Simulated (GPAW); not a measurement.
# ZrGe2P4 monolayer in an electric field, part 2 of 2

Aim: the dipole that a field along the normal induces in ZrGe2P4 monolayer.

GPAW 26.7.0; GPAW, PAW setups; layer in a repeated cell with vacuum, relaxation of atoms and in-plane cell (the session's first sound run).

So far. Step 8 (Field on): The dipole is now 0.0784 e Å, against 7.9e-4 in the run without a field.

### Step 9. Field on

Level of this step: GPAW, PAW setups; slab in vacuum (GPAW).

Contents of run.py:

```python
import json
import numpy as np
from ase import Atoms
from gpaw import GPAW, PW
from gpaw.external import ConstantElectricField

slab = Atoms(
    ['P', 'Ge', 'P', 'Zr', 'P', 'Ge', 'P'],
    positions=[
        [-0.00000, -0.00000, 9.00000],
        [-0.00000, 2.15720, 10.03934],
        [-0.00000, 2.15720, 12.38629],
        [0.00000, 0.00000, 13.87462],
        [-0.00000, 2.15720, 15.36297],
        [-0.00000, 2.15720, 17.70991],
        [0.00000, -0.00000, 18.74926]],
    cell=[[3.73638, -0.0, 0.0], [-1.86819, 3.2358, 0.0], [0.0, 0.0, 27.7493]],
    pbc=[True, True, False])

slab.calc = GPAW(mode=PW(400), xc='PBE', kpts={'size': (9, 9, 1), 'gamma': True},
                 occupations={'name': 'fermi-dirac', 'width': 0.05}, nbands='200%',
                 convergence={'density': 1e-05}, maxiter=200,
                 poissonsolver={'dipolelayer': 'xy'},
                 external=ConstantElectricField(0.2, [0, 0, 1]),
                 symmetry={'tolerance': 1e-3}, txt='slab.txt')
result = {}
energy = slab.get_potential_energy()
fermi = slab.calc.get_fermi_level()
v = slab.calc.get_electrostatic_potential().mean((0, 1)) - fermi
n = slab.calc.get_pseudo_density().mean((0, 1))
L = slab.cell[2, 2]
z = np.arange(len(v)) * L / len(v)
low, high = slab.positions[:, 2].min(), slab.positions[:, 2].max()
below, above = np.interp([low - 6.8, high + 6.8], z, v)
slopes = [np.interp(x, z, np.gradient(v, z)) for x in (low - 6.8, high + 6.8)]
eps = np.array([[slab.calc.get_eigenvalues(k, s) for k in range(len(slab.calc.get_ibz_k_points()))]
                for s in range(slab.calc.get_number_of_spins())]) - fermi
top, bottom = eps[eps < 0].max(), eps[eps > 0].min()
dipole = slab.get_dipole_moment()[2]
print(f'energy {energy:.4f} eV, Fermi level {fermi:.4f} eV, dipole {dipole:.5f} e A')
print(f'potential 6.8 A off the faces, from the Fermi level: lower {below:.4f} eV, upper {above:.4f} eV')
print(f'slope of the potential there: lower {slopes[0]:.5f}, upper {slopes[1]:.5f} eV/A')
print(f'nearest levels on the mesh: {top:.4f} and {bottom:.4f} eV')
print('magnetic moment', round(slab.get_magnetic_moment(), 3))
result.update(energy=energy, fermi=fermi, dipole=dipole, below=below, above=above, slopes=slopes, edges=[top, bottom],
              z=z.tolist(), v=v.tolist(), n=n.tolist(), positions=slab.positions.tolist(),
              forces=slab.get_forces(apply_constraint=False).tolist(), moments=slab.get_magnetic_moments().tolist())
json.dump(result, open('result.json', 'w'))
```

Command:

```
> OMP_NUM_THREADS=1 OPENBLAS_NUM_THREADS=1 python run.py
```

Output:

```text
energy -39.7696 eV, Fermi level -0.5842 eV, dipole 0.15671 e A
potential 6.8 A off the faces, from the Fermi level: lower 6.7603 eV, upper 4.4148 eV
slope of the potential there: lower -0.00009, upper 0.00009 eV/A
nearest levels on the mesh: -0.0946 and 0.1357 eV
magnetic moment 0.0
```

The job ended after 1.7 min (1 thread of AMD EPYC 9R45 (Zen 5), shared host; peak memory 0.49 GiB).

The electrostatic potential energy of an electron (without an applied field's), less the Fermi level, planar mean oscillates, so the rows of the table below give means over windows of 1.73 Å about each position, cut where the curve ends. Its maxima inside the range that stand out by 2 % of the span (Å: eV): 0.4: 6.76, 9.5: -8.86, 11.3: 3.11, 13.0: -4.71, 14.7: -5.05, 16.5: 2.10, 18.2: -10.5. Its minima: 9.1: -11.3, 10.0: -12.3, 12.5: -9.80, 13.9: -16.3, 15.4: -10.4, 17.8: -13.8, 18.6: -13.1.

The electrostatic potential energy of an electron (without an applied field's), less the Fermi level, planar mean by z; means over each step:

| z (Å) | electrostatic potential energy of an electron (without an applied field's), less the Fermi level, planar mean (eV) |
| --- | --- |
| 0.86 | 6.63 |
| 2.59 | 6.76 |
| 4.32 | 6.76 |
| 6.05 | 6.74 |
| 7.78 | 4.02 |
| 9.51 | -9.95 |
| 11.24 | -0.0488 |
| 12.97 | -8.72 |
| 14.70 | -9.40 |
| 16.43 | -1.08 |
| 18.16 | -11.6 |
| 19.89 | 1.32 |
| 21.62 | 4.39 |
| 23.35 | 4.41 |
| 25.08 | 4.41 |
| 26.81 | 4.48 |

The dipole is now 0.157 e Å, against 7.9e-4 in the run without a field.

### Step 10. Field on

run.py, as its differences from that of step 9:

```diff
@@ -23,3 +23,3 @@
                  poissonsolver={'dipolelayer': 'xy'},
-                 external=ConstantElectricField(0.2, [0, 0, 1]),
+                 external=ConstantElectricField(0.3, [0, 0, 1]),
                  symmetry={'tolerance': 1e-3}, txt='slab.txt')
```

Output:

```text
energy -39.7892 eV, Fermi level -0.5860 eV, dipole 0.23514 e A
potential 6.8 A off the faces, from the Fermi level: lower 7.3507 eV, upper 3.8314 eV
slope of the potential there: lower -0.00009, upper 0.00009 eV/A
nearest levels on the mesh: -0.0943 and 0.1355 eV
magnetic moment 0.0
```

It took 1.7 min on 1 thread; peak memory 0.49 GiB.

The dipole is now 0.235 e Å, against 7.9e-4 in the run without a field.

### Step 11. The series

The members are put on one axis.

This step: induced dipole against applied field (GPAW 26.7.0).

The dipole along the normal by field:

| field (V/Å) | dipole along the normal (e·Å) |
| --- | --- |
| -0.200 | -0.157 |
| -0.100 | -0.0784 |
| -0.050 | -0.0392 |
| 0.000 | 7.9e-4 |
| 0.050 | 0.0392 |
| 0.100 | 0.0784 |
| 0.200 | 0.157 |
| 0.300 | 0.235 |

### Step 12. A changed run

One more run, with changed settings.

This step: GPAW, PAW setups; slab in vacuum (GPAW 26.7.0).

run.py, as its differences from that of step 10:

```diff
@@ -4,3 +4,2 @@
 from gpaw import GPAW, PW
-from gpaw.external import ConstantElectricField
 
@@ -19,7 +18,6 @@
 
-slab.calc = GPAW(mode=PW(400), xc='PBE', kpts={'size': (9, 9, 1), 'gamma': True},
+slab.calc = GPAW(mode=PW(400), xc='pbe96', kpts={'size': (9, 9, 1), 'gamma': True},
                  occupations={'name': 'fermi-dirac', 'width': 0.05}, nbands='200%',
-                 convergence={'density': 1e-05}, maxiter=200,
+                 convergence={'density': 1e-05}, maxiter=75,
                  poissonsolver={'dipolelayer': 'xy'},
-                 external=ConstantElectricField(0.3, [0, 0, 1]),
                  symmetry={'tolerance': 1e-3}, txt='slab.txt')
```

Output:

```text
NameError: Unknown functional: pbe96.
```

Run time: 0.53 s. Hardware: 1 thread; peak memory 0.1 GiB.

The input was rejected at the start.

The program's message: “NameError: Unknown functional: pbe96.”

The change that led to it: xc = "pbe96".

### Step 13. What came out

```
work function, upper and lower face            : 5.592 and 5.577 eV
dipole along the normal                        : 7.9e-4 e Å, near the numerical noise
induced dipole per field                       : 0.784 e Å per V/Å
out-of-plane polarisability per area, α/(ε0 A) : 11.7 Å
```

The field induces 0.784 e Å per V/Å, a polarisable thickness α/(ε0 A) of 11.7 Å beside 9.75 Å between the outermost nuclei. A perfect conductor would give the distance between its two image planes; a dielectric of thickness t gives t(1 - 1/ε). The induced dipole is linear in the field over this range. The starting lattice was a guess from atomic radii; the relaxation moved it by 4 %. The small printed dipole stands for a step of -12 meV from the lower to the upper face, and the probes find 15 meV; values this small are near the numerical noise of both. The layer's cell and atoms come from the relaxation; spin-orbit coupling and temperature are left out.

[Logs are printed without paths, hosts, clocks, repeated set-up lines and the standing remarks that a program may print on its own settings, such as how far it seeks lower states.]

[Hosts, paths, dates, database ids (printed as entryN), source tags and the programs' standing remarks are cut or masked in the printed files.]
